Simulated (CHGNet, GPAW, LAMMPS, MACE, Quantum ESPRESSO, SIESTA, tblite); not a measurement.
# Predicting plane-wave site energies from SIESTA DZP, PBE: Ge in place of Si in amorphous SiO1.8 (101 atoms)

Density of this cell: 2.19 g/cm³. The cell holds 101 atoms: 36 Si and 65 O. Its edges and angles: a = 11.593 Å, b = 11.593 Å, c = 11.593 Å, α = 90.0°, β = 90.0°, γ = 90.0°. 101 atoms (36 Si, 65 O) placed at random at 2.19 g/cm³, melted at 5000 K for 10 ps at fixed volume with the Tersoff Si-O potential (Munetoh et al., Comput. Mater. Sci. 39, 334 (2007)). Quenched from 5000 K to 300 K at 20 K/ps and fixed volume, annealed at 1900 K for 50 ps, held 5 ps, then minimised at fixed cell. Then the atoms were relaxed with MACE MP-0b3 medium in the fixed cell.

Calculated with Quantum ESPRESSO 7.5: PBE; plane waves, SSSP efficiency, 60/480 Ry; k-points Γ. The cheaper level is PBE; DZP orbitals, shift 0.01 Ry, mesh 500 Ry; k-points Γ. Each row is one cell with Ge in place of Si, relaxed with MACE MP-0b3 medium; both levels solve the same cells, and energies are counted from site Si5 at each level.

```
energy from SIESTA DZP, PBE (eV)  energy from plane waves (eV)  site
                           0.000                             0   Si5
                           1.086                             ?     ?
                           2.265                         2.078  Si15
                           2.413                         2.222  Si34
                           3.606                         3.255  Si11
```

**Question.** Fit a straight line to the rows given and interpolate to the withheld row.

Worked fit:

Take u as the energy from SIESTA DZP, PBE and v as that from plane waves.

```
 u (eV)   v (eV)
      0        0
2.26545  2.07838
2.41256  2.22231
3.60594  3.25490
```

With n = 4: mean u = 2.07099, mean v = 1.88890, Σ(u − ū)² = 6.7996, Σ(u − ū)(v − v̄) = 6.1594. Slope b = 6.1594 / 6.7996 = 0.90585; intercept a = v̄ − b ū = 0.012896.

At the withheld site u = 1.086, and v = a + b u.

Prediction at 1.086: 0.9967 eV. The run gave 0.9508 eV, so the fit is high by 0.046 eV (4.8 % of the value).

The slope of 0.91 says that SIESTA DZP, PBE spreads the sites about as widely as plane waves do. Taken as it stands, without the line, its value misses the withheld site by 0.14 eV. Among the rows given, the largest miss of the fit is at 3.606, by 0.024 eV (0.75 % of the range of the table).

Limits: Few sites, one cell. The geometries are those of MACE MP-0b3 medium, not of DFT.

[Logs are printed without paths, hosts, clocks, repeated set-up lines and the standing remarks that a program may print on its own settings, such as how far it seeks lower states.]

[Hosts, paths, dates, database ids (printed as entryN), source tags and the programs' standing remarks are cut or masked in the printed files.]
